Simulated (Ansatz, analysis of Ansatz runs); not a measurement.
## Moving an added electron between W sites in CaWO4 (I4_1/a)

Aim: the energy barrier that a trapped electron meets when it moves from one W atom to another one nearby in CaWO4 (I4_1/a). The model is a cell of 96 host atoms.

Method: plane-wave PAW DFT, PBEsol+U; relaxation of all atoms of a supercell at fixed charge in a uniform background; PAW set soft_1, in Ansatz 0.2.0.

**1. Starting point**

The cell holds 96 atoms: 16 Ca, 16 W and 64 O. Its edges and angles: a = 10.445 Å, b = 10.445 Å, c = 11.254 Å, α = 90.0°, β = 90.0°, γ = 90.0°. It derives from CaWO4 (space group I4_1/a). Nearest the centre at fractional (0.750, 0.000, 0.500): O60 at 1.85 Å, O81 at 1.85 Å, O68 at 2.37 Å, O89 at 2.37 Å, O71 at 2.41 Å, O94 at 2.41 Å, Ca51 at 2.61 Å, Ca3 at 2.61 Å.

Hubbard terms: W d 5.0 eV. They were chosen, not fitted, to curb self-interaction in the shells named, the trial site's among them. The two sites are W56 and W80. The cell's shortest repeat is 10.4 Å.

**2. The cell without the carrier**

The neutral cell is relaxed first, from small random displacements, so that bond lengths and moments with the carrier can be set beside those of a relaxed cell without it.

Input file neutral.relax/input.yaml:

```yaml
crystal:
  lattice:
    - [10.44511621, 0.0, 0.0]
    - [0.0, 10.44511621, 0.0]
    - [0.0, 0.0, 11.25437467]
  atoms:
    - { symbol: Ca, position: [0.0, 0.25, 0.75] }
    - { symbol: Ca, position: [0.25, 0.0, 0.25] }
    - { symbol: Ca, position: [0.0, 0.0, 0.5] }
[... 1 atom line left out ...]
    - { symbol: W, position: [0.0, 0.25, 0.25] }
[... 6 atom lines left out ...]
    - { symbol: O, position: [0.327849, 0.129158, 0.413033] }
    - { symbol: O, position: [0.077849, 0.129158, 0.336967] }
[... 6 atom lines left out ...]
    - { symbol: O, position: [0.370842, 0.077849, 0.663033] }
[... 2 atom lines left out ...]
    - { symbol: O, position: [0.129158, 0.172151, 0.586967] }
[... 1 atom line left out ...]
    - { symbol: Ca, position: [0.0, 0.75, 0.75] }
[... 3 atom lines left out ...]
    - { symbol: W, position: [0.0, 0.75, 0.25] }
[... 3 atom lines left out ...]
    - { symbol: O, position: [0.172151, 0.870842, 0.413033] }
[... 6 atom lines left out ...]
    - { symbol: O, position: [0.422151, 0.870842, 0.336967] }
    - { symbol: O, position: [0.129158, 0.922151, 0.663033] }
[... 4 atom lines left out ...]
    - { symbol: O, position: [0.370842, 0.827849, 0.586967] }
[... 2 atom lines left out ...]
    - { symbol: Ca, position: [0.5, 0.25, 0.75] }
    - { symbol: Ca, position: [0.75, 0.0, 0.25] }
    - { symbol: Ca, position: [0.5, 0.0, 0.5] }
[... 1 atom line left out ...]
    - { symbol: W, position: [0.5, 0.25, 0.25] }
    - { symbol: W, position: [0.75, 0.0, 0.75] }
[... 1 atom line left out ...]
    - { symbol: W, position: [0.75, 0.25, 0.5] }
    - { symbol: O, position: [0.672151, 0.370842, 0.413033] }
    - { symbol: O, position: [0.922151, 0.120842, 0.913033] }
[... 1 atom line left out ...]
    - { symbol: O, position: [0.827849, 0.129158, 0.413033] }
    - { symbol: O, position: [0.577849, 0.129158, 0.336967] }
[... 1 atom line left out ...]
    - { symbol: O, position: [0.672151, 0.120842, 0.836967] }
    - { symbol: O, position: [0.922151, 0.370842, 0.336967] }
    - { symbol: O, position: [0.629158, 0.422151, 0.663033] }
    - { symbol: O, position: [0.879158, 0.172151, 0.163033] }
[... 1 atom line left out ...]
    - { symbol: O, position: [0.870842, 0.077849, 0.663033] }
    - { symbol: O, position: [0.620842, 0.077849, 0.086967] }
    - { symbol: O, position: [0.870842, 0.327849, 0.586967] }
    - { symbol: O, position: [0.629158, 0.172151, 0.586967] }
[... 1 atom line left out ...]
    - { symbol: Ca, position: [0.5, 0.75, 0.75] }
[... 3 atom lines left out ...]
    - { symbol: W, position: [0.5, 0.75, 0.25] }
[... 2 atom lines left out ...]
    - { symbol: W, position: [0.75, 0.75, 0.5] }
    - { symbol: O, position: [0.672151, 0.870842, 0.413033] }
[... 2 atom lines left out ...]
    - { symbol: O, position: [0.827849, 0.629158, 0.413033] }
    - { symbol: O, position: [0.577849, 0.629158, 0.336967] }
    - { symbol: O, position: [0.827849, 0.879158, 0.836967] }
[... 1 atom line left out ...]
    - { symbol: O, position: [0.922151, 0.870842, 0.336967] }
    - { symbol: O, position: [0.629158, 0.922151, 0.663033] }
[... 1 atom line left out ...]
    - { symbol: O, position: [0.620842, 0.827849, 0.163033] }
    - { symbol: O, position: [0.870842, 0.577849, 0.663033] }
[... 1 atom line left out ...]
    - { symbol: O, position: [0.870842, 0.827849, 0.586967] }
    - { symbol: O, position: [0.629158, 0.672151, 0.586967] }
    - { symbol: O, position: [0.879158, 0.922151, 0.086967] }
basis:
  ecutwfc: 420
  xc_grid: 2
hamiltonian:
  xc: pbesol
  hubbard:
    sites: [{ species: W, l: d, u_eff: 5.0 }]
    projectors: ortho-atomic
  pseudopotentials: { kind: paw, azcp: { folder: soft_1 }, xc_functional: pbe }
kpoints:
  mp_grid: { grid: [1, 1, 1] }
scf:
  occupations: { method: fermi_dirac, width: 0.01 }
  max_iter: 120
  lower_state_search: "off"
output:
  forces: true
relax:
  f_tol: 0.02
  max_steps: 70
  random_displacement: { amplitude: 0.04, seed: 2570 }
checkpoint:
  write: "../neutral.relax.run"
  compress: false
  write_wavefunctions: true
  write_every: 100000
```

The run is started by

```bash
> ansatz run input.yaml --threads 32 --pin off --max-ram 84787MiB --backend cuda --events-out ev --progress --plain --runs-dir out --max-vram 78GiB
```

Numbers of over 12 decimals in the logs are rounded to 6 here.

What it wrote:

```text
[... repeated set-up lines and file paths are left out, and long positions are rounded to six places ...]
Engine: ansatz 0.2.0, aarch64-unknown-linux-gnu
Pseudopotentials: kind: paw
Pseudopotential: Ca, paw, valence charge 10, recommended cutoff 420 eV (normal), soft_1/Ca.paw.azcp
Pseudopotential: W, paw, valence charge 14, recommended cutoff 420 eV (normal), soft_1/W.paw.azcp
Pseudopotential: O, paw, valence charge 6, recommended cutoff 420 eV (normal), soft_1/O.paw.azcp
Functional definition: PBEsol
  exchange = pbesol_x
  correlation = pbesol_c
[...]
Crystal: 96 atoms, lattice volume = 1227.857 Å³
Basis set: ecut = 420 eV, 24001 PW (Γ), exchange–correlation on 144×144×160 points (8 copies of the dense FFT grid, shifted against one another)
Bands: 480, of which v1, the nominal top of the filled ones, is band 384 counted from 1 (383 counted from 0)
Symmetry: 1 space group operations
k-points: 1
Non-local potential: Ca, projectors of the file, l = 0: 3, l = 1: 2, l = 2: 2
Non-local potential: W, projectors of the file, l = 0: 3, l = 1: 2, l = 2: 2, l = 3: 1
Non-local potential: O, projectors of the file, l = 0: 2, l = 1: 2, l = 2: 1
PAW form: soft (Blöchl's): semilocal exchange-correlation on the pseudo side does not see the compensation charge
PAW frozen core: Ca, regenerated for the run's functional, and the local potential with it (the file was generated under x = pbe(κ = 0.804, μ = 0.219515), c = pbe(β = 0.066725))
PAW frozen core: W, regenerated for the run's functional, and the local potential with it (the file was generated under x = pbe(κ = 0.804, μ = 0.219515), c = pbe(β = 0.066725))
[...]
Free energy (F): -228716.784931 eV
Harris-Foulkes:  -228716.784931 eV  (|F-HF|=4.57e-9)
Internal energy: -228716.784931 eV  (E = F + TS)
E sigma→0 (E₀):  -228716.784931 eV
Fermi energy:    9.568896 eV
--- Per-component energies (eV) ---
  E_band       = -6274.380604
  E_kinetic    = 21484.320987
  E_local      = -49295.302067  (includes V_loc(G=0)·N_el)
  E_nonlocal   = 4475.866845
  E_hartree    = 17781.049577
  E_xc         = -10773.879530
  E_vxc        = -11987.211463  (∫ρ·V_xc dr)
  E_hubbard    = 93.528792  (on-site DFT+U / exact-exchange correction)
  E_vhub       = 37.813624  (the Hubbard potential's part of the band-sum identity)
  E_paw        = -158756.126984  (= ΣΔE_a)
  E_vpaw       = -6552.019101  (= ΣTr[D̂ρ^β])
  E_aug_tail   = 0.052024  (compensation charges beyond the density's cutoff)
  E_ewald      = -53734.003435
  E_core_change = 7.708862  (= ΣΔE_core)
  E_smearing   = -0.000000  (= −TS)
  E_closure    = -0.000000  (closes the sum)
  Σ components = -228716.784931   (vs F -228716.784931, Δ=0.00e0)
--- Forces (eV/Å), atoms counted from 1 ---
  atom   1  Ca    -0.00144464     0.00185161    -0.00042839
  atom   2  Ca     0.00029395     0.00298253    -0.00026999
  atom   3  Ca     0.00053578    -0.00135680    -0.00009089
  [... 3 atoms left out ...]
  [... 90 more lines of this table ...]
  max |Σ_I F_I| component: 4.96e-6 eV/Å
--- Band table (eV) ---
  k-point 0: bands = ["-66.6274", "-66.6271", "-66.6269", "-66.6267", "-66.6263", "-66.6261", "-66.6260", "-66.6255", "-66.6254", [... rest cut ...]
Occupation matrices written to <dir>
--- Relaxed structure (4 steps of the walk, 4 accepted, 0 SCFs on fresh bases) ---
  F+E_penalty+E_count = -228716.78493083 eV   max|allowed force component| = 4.591e-3 eV/Å
  atoms:
    - { symbol: Ca, position: [-0.000323, 0.249696, 0.749928] }
    - { symbol: Ca, position: [0.249631, -0.000497, 0.249911] }
    - { symbol: Ca, position: [-0.000294, -0.000323, 0.499921] }
    [... 3 atoms left out ...]
  [... 90 more lines of this table ...]
[key lines of the parts left out:]
SCF converged after 9 iterations
```

It took 4.5 s on 1 × NVIDIA GB200 with 32 threads of Arm Neoverse V2, shared host; peak memory 1.3 GiB.

The largest displacement from an ideal site is 0.010 Å.

**3. The electron on the first site**

The nearest neighbour or neighbours of the site start displaced and the site's starting moment is changed by the carrier's spin, since a carrier doesn't trap itself in the undistorted lattice.

Input file A.relax/input.yaml:

```yaml
crystal:
  lattice:
    - [10.44511621, 0.0, 0.0]
    - [0.0, 10.44511621, 0.0]
    - [0.0, 0.0, 11.25437467]
  atoms:
    - { symbol: Ca, position: [-0.000323, 0.249696, 0.749928] }
    - { symbol: Ca, position: [0.249631, -0.000497, 0.249911] }
    - { symbol: Ca, position: [-0.000294, -0.000323, 0.499921] }
[... 1 atom line left out ...]
    - { symbol: W, position: [-0.000345, 0.249639, 0.250138] }
[... 6 atom lines left out ...]
    - { symbol: O, position: [0.328268, 0.128933, 0.412774] }
    - { symbol: O, position: [0.078275, 0.128903, 0.337086] }
[... 6 atom lines left out ...]
    - { symbol: O, position: [0.37046, 0.078264, 0.662833] }
[... 2 atom lines left out ...]
    - { symbol: O, position: [0.129151, 0.171168, 0.586997] }
[... 1 atom line left out ...]
    - { symbol: Ca, position: [-0.000362, 0.749766, 0.749897] }
[... 3 atom lines left out ...]
    - { symbol: W, position: [-0.00038, 0.749617, 0.249915] }
[... 3 atom lines left out ...]
    - { symbol: O, position: [0.171205, 0.870214, 0.41279] }
[... 6 atom lines left out ...]
    - { symbol: O, position: [0.421189, 0.870203, 0.33693] }
    - { symbol: O, position: [0.129115, 0.9212, 0.662711] }
[... 4 atom lines left out ...]
    - { symbol: O, position: [0.370412, 0.828231, 0.58698] }
[... 2 atom lines left out ...]
    - { symbol: Ca, position: [0.49965, 0.249776, 0.749968] }
    - { symbol: Ca, position: [0.749732, -0.000313, 0.249947] }
    - { symbol: Ca, position: [0.49978, -0.000304, 0.499883] }
[... 1 atom line left out ...]
    - { symbol: W, position: [0.499608, 0.249612, 0.249922] }
    - { symbol: W, position: [0.749731, -0.00017, 0.749992] }
[... 1 atom line left out ...]
    - { symbol: W, position: [0.749742, 0.24976, 0.499878], spin: 1.0 }
    - { symbol: O, position: [0.666808, 0.377242, 0.408113] }
    - { symbol: O, position: [0.921082, 0.12035, 0.912844] }
[... 1 atom line left out ...]
    - { symbol: O, position: [0.83263, 0.122316, 0.407988] }
    - { symbol: O, position: [0.578284, 0.12908, 0.337024] }
[... 1 atom line left out ...]
    - { symbol: O, position: [0.671194, 0.120534, 0.836991] }
    - { symbol: O, position: [0.921064, 0.370342, 0.337137] }
    - { symbol: O, position: [0.628918, 0.421337, 0.663007] }
    - { symbol: O, position: [0.87908, 0.171206, 0.162927] }
[... 1 atom line left out ...]
    - { symbol: O, position: [0.870405, 0.078253, 0.66284] }
    - { symbol: O, position: [0.620375, 0.078303, 0.087065] }
    - { symbol: O, position: [0.87706, 0.332611, 0.591888] }
    - { symbol: O, position: [0.622323, 0.166964, 0.591787] }
[... 1 atom line left out ...]
    - { symbol: Ca, position: [0.499662, 0.749788, 0.749957] }
[... 3 atom lines left out ...]
    - { symbol: W, position: [0.499667, 0.74963, 0.249755] }
[... 2 atom lines left out ...]
    - { symbol: W, position: [0.749704, 0.749763, 0.499958] }
    - { symbol: O, position: [0.671262, 0.87047, 0.412894] }
[... 2 atom lines left out ...]
    - { symbol: O, position: [0.82819, 0.629098, 0.412845] }
    - { symbol: O, position: [0.578179, 0.629142, 0.337026] }
    - { symbol: O, position: [0.828191, 0.879156, 0.837119] }
[... 1 atom line left out ...]
    - { symbol: O, position: [0.921203, 0.870302, 0.33703] }
    - { symbol: O, position: [0.629111, 0.921274, 0.662917] }
[... 1 atom line left out ...]
    - { symbol: O, position: [0.620342, 0.828298, 0.162777] }
    - { symbol: O, position: [0.870211, 0.578346, 0.662853] }
[... 1 atom line left out ...]
    - { symbol: O, position: [0.870372, 0.828269, 0.587047] }
    - { symbol: O, position: [0.62898, 0.671309, 0.587003] }
    - { symbol: O, position: [0.879066, 0.921174, 0.087066] }
total_charge: -1
basis:
  ecutwfc: 420
  xc_grid: 2
hamiltonian:
  xc: pbesol
  hubbard:
    sites: [{ species: W, l: d, u_eff: 5.0 }]
    projectors: ortho-atomic
  pseudopotentials: { kind: paw, azcp: { folder: soft_1 }, xc_functional: pbe }
kpoints:
  mp_grid: { grid: [1, 1, 1] }
magnetization:
  spin_polarized: true
  initial_magnetization: 1
  spin_locking: { lock_magnetization: hard }
scf:
  occupations: { method: fermi_dirac, width: 0.01 }
  max_iter: 120
  lower_state_search: "off"
output:
  forces: true
relax:
  f_tol: 0.015
  max_steps: 70
  escape_saddle: false
checkpoint:
  write: "../A.relax.run"
  compress: false
  write_wavefunctions: true
  write_every: 100000
```

What it wrote:

```text
[...]
Crystal: 96 atoms, lattice volume = 1227.857 Å³
Basis set: ecut = 420 eV, 24001 PW (Γ), exchange–correlation on 144×144×160 points (8 copies of the dense FFT grid, shifted against one another)
Bands: 481, of which v1, the nominal top of the filled ones, is band 385 counted from 1 (384 counted from 0)
Symmetry: 1 space group operations
[...]
k-points: 1
[...]
Starting moments: Σ|m| = 1 μB on 1 of 96 sites
[...]
SCF iter   1: F=—  HF=-228781.520349 eV  |Δ(HF+E_count)|=         —  Δρ=5.42e-2 (↑5.42e-2 ↓5.20e-2)  dr2=2.97e2  dr2_m=3.38e-1  M=1.000 μB ∫|m|=1.383 μB  Hψ=4465
[...]
spin=Collinear: Kerker preconditioning applied to the charge; magnetization (m = ρ↑ − ρ↓) channel mixes plain (no charge-response kernel on spin).
SCF iter   2: F=—  HF=-228744.642017 eV  |Δ(HF+E_count)|=    3.69e1  Δρ=3.53e-2 (↑3.53e-2 ↓3.50e-2)  dr2=1.48e2  dr2_m=1.16e-1  M=1.000 μB ∫|m|=1.268 μB  Hψ=1752
[...]
SCF 1 converged in 11 iterations: F = -228705.319244 eV  dr2 = 4.11e-6
[...]
relax step   1: F+E_penalty+E_count = -228705.31924394 eV  Δ(F+E_penalty+E_count) = +0.000e0 eV  max|allowed force component| = 9.499e-1 eV/Å  Δτ_max = 0.0000 Å  (11 SCF iters, dr2 threshold 5.63e-6 eV, accepted)
[...]
relax step   2: F+E_penalty+E_count = -228705.58073807 eV  Δ(F+E_penalty+E_count) = -2.615e-1 eV  max|allowed force component| = 4.585e-1 eV/Å  Δτ_max = 0.0905 Å  (7 SCF iters, dr2 threshold 5.64e-5 eV, accepted)
relax step   3: F+E_penalty+E_count = -228705.67328334 eV  Δ(F+E_penalty+E_count) = -9.255e-2 eV  max|allowed force component| = 1.008e-1 eV/Å  Δτ_max = 0.0315 Å  (6 SCF iters, dr2 threshold 1.31e-5 eV, accepted)
relax step   4: F+E_penalty+E_count = -228705.68082898 eV  Δ(F+E_penalty+E_count) = -7.546e-3 eV  max|allowed force component| = 3.508e-2 eV/Å  Δτ_max = 0.0095 Å  (6 SCF iters, dr2 threshold 6.35e-7 eV, accepted)
relax step   5: F+E_penalty+E_count = -228705.68558399 eV  Δ(F+E_penalty+E_count) = -4.755e-3 eV  max|allowed force component| = 2.675e-2 eV/Å  Δτ_max = 0.0112 Å  (7 SCF iters, accepted)
relax step   6: F+E_penalty+E_count = -228705.68776649 eV  Δ(F+E_penalty+E_count) = -2.182e-3 eV  max|allowed force component| = 3.204e-2 eV/Å  Δτ_max = 0.0068 Å  (7 SCF iters, accepted)
relax step   7: F+E_penalty+E_count = -228705.69159580 eV  Δ(F+E_penalty+E_count) = -3.829e-3 eV  max|allowed force component| = 2.933e-2 eV/Å  Δτ_max = 0.0183 Å  (7 SCF iters, dr2 threshold 5.97e-7 eV, accepted)
relax step   8: F+E_penalty+E_count = -228705.69369175 eV  Δ(F+E_penalty+E_count) = -2.096e-3 eV  max|allowed force component| = 4.224e-2 eV/Å  Δτ_max = 0.0187 Å  (7 SCF iters, dr2 threshold 7.21e-7 eV, accepted)
relax step   9: F+E_penalty+E_count = -228705.69424072 eV  Δ(F+E_penalty+E_count) = -5.490e-4 eV  max|allowed force component| = 5.262e-2 eV/Å  Δτ_max = 0.0205 Å  (7 SCF iters, dr2 threshold 1.50e-6 eV, accepted)
relax step  10: F+E_penalty+E_count = -228705.69499938 eV  Δ(F+E_penalty+E_count) = -7.587e-4 eV  max|allowed force component| = 1.165e-2 eV/Å  Δτ_max = 0.0048 Å  (5 SCF iters, dr2 threshold 2.77e-6 eV, accepted)
[...]
iter 1 solved again at ethr=1.70e-10 eV; its pass at ethr=3.10e-3 eV (dr2=1.30e-6 eV) is discarded
SCF iter   1: F=—  HF=-228705.695000 eV  |Δ(HF+E_count)|=         —  Δρ=5.50e-6 (↑5.47e-6 ↓5.50e-6)  dr2=1.30e-6  dr2_m=9.10e-10  M=1.000 μB ∫|m|=1.112 μB  Hψ=2676
[...]
SCF iter   2: F=—  HF=-228705.695000 eV  |Δ(HF+E_count)|=   2.35e-8  Δρ=3.16e-6 (↑3.16e-6 ↓3.15e-6)  dr2=4.65e-7  dr2_m=7.01e-10  M=1.000 μB ∫|m|=1.112 μB  Hψ=1084
[...]
SCF iter   4: F=-228705.695000 eV  HF=-228705.695000 eV  |Δ(HF+E_count)|=   6.99e-8  Δρ=4.72e-7 (↑4.72e-7 ↓4.17e-7)  dr2=7.64e-9  dr2_m=1.90e-10  M=1.000 μB ∫|m|=1.112 μB  Hψ=2243
SCF 11 converged in 4 iterations: F = -228705.695000 eV  dr2 = 7.64e-9
relax step  11: F+E_penalty+E_count = -228705.69499990 eV  Δ(F+E_penalty+E_count) = -5.194e-7 eV  max|allowed force component| = 1.158e-2 eV/Å  Δτ_max = 0.0000 Å  (4 SCF iters, accepted)
[...]
NSCF: frozen V_eff on 1 k-points
[...]
SCF converged after 4 iterations
Magnetization: 1.0000 μB (385.0000 up, 384.0000 down)
Absolute magnetization: 1.1227 μB (∫|ρ↑−ρ↓|, with the PAW one-centre terms)
[...]
Per-site moments (μB) at R_I (Å): [(0.0012022, 0.989486), (3.327922255609323e-5, 0.993735), (0.00305025, 0.956663), [... 6 left out ...]
Free energy (F): -228705.695000 eV
[...]
Internal energy: -228705.695000 eV  (E = F + TS)
E sigma→0 (E₀):  -228705.695000 eV
Fermi energy:    11.000571 (↑ 11.004015, ↓ 9.612391) eV
[...]
--- Forces (eV/Å), atoms counted from 1 ---
  atom   1  Ca     0.00031289    -0.00049125     0.00199852
  atom   2  Ca     0.00115750     0.00141840     0.00250095
  atom   3  Ca     0.00239807    -0.00112811    -0.00038800
  [... 3 atoms left out ...]
  [... 90 more lines of this table ...]
  max |Σ_I F_I| component: 4.10e-6 eV/Å
--- Band table (eV) ---
[...]
Occupation matrices written to <dir>
--- Relaxed structure (11 steps of the walk, 11 accepted, 0 SCFs on fresh bases) ---
  F+E_penalty+E_count = -228705.69499990 eV   max|allowed force component| = 1.158e-2 eV/Å
  atoms:
    - { symbol: Ca, position: [-0.002868, 0.253894, 0.745517] }
    - { symbol: Ca, position: [0.251992, -0.000342, 0.250439] }
    - { symbol: Ca, position: [-6.602899227787007e-5, 0.002060, 0.498894] }
    [... 3 atoms left out ...]
  [... 90 more lines of this table ...]
```

The job ended after 12 s (1 × NVIDIA GB200 with 32 threads; peak memory 1.8 GiB).

Relaxation path:

```tsv
step	energy less that of the first step (eV)	largest force component (eV/Å)
1	0.0000	0.9499
2	-0.2615	0.4585
3	-0.3540	0.1008
4	-0.3616	0.0351
5	-0.3663	0.0267
6	-0.3685	0.0320
7	-0.3724	0.0293
8	-0.3744	0.0422
9	-0.3750	0.0526
10	-0.3758	0.0116
11	-0.3758	0.0116
```

The atoms that moved most (Å):

```tsv
atom	dx	dy	dz	length
O71	0.049	-0.088	-0.067	0.120
O57	-0.087	-0.051	0.066	0.120
O70	-0.050	0.086	-0.068	0.120
O60	0.085	0.049	0.068	0.119
O89	0.006	-0.083	-0.022	0.086
O13	0.081	0.009	0.020	0.084
O16	-0.081	-0.006	0.021	0.083
O92	-0.007	0.080	-0.021	0.083
```

The moves above count from the input, in which the site's nearest neighbours were already displaced; the distances below compare with the cell without the carrier.

Distances from W56 without and with the electron:

```tsv
atom	without (Å)	with (Å)
O71	1.79	1.87
O70	1.79	1.87
O57	1.79	1.87
O60	1.80	1.87
```

The largest changes of the moments are 0.38 μB on W56, 0.02 μB on O57 and 0.02 μB on O60. The largest part sits on the chosen site.

[end of part 1 of 2]

[Logs are printed without paths, hosts, clocks, repeated set-up lines and the standing remarks that a program may print on its own settings, such as how far it seeks lower states.]

[Hosts, paths, dates, database ids (printed as entryN), source tags and the programs' standing remarks are cut or masked in the printed files.]
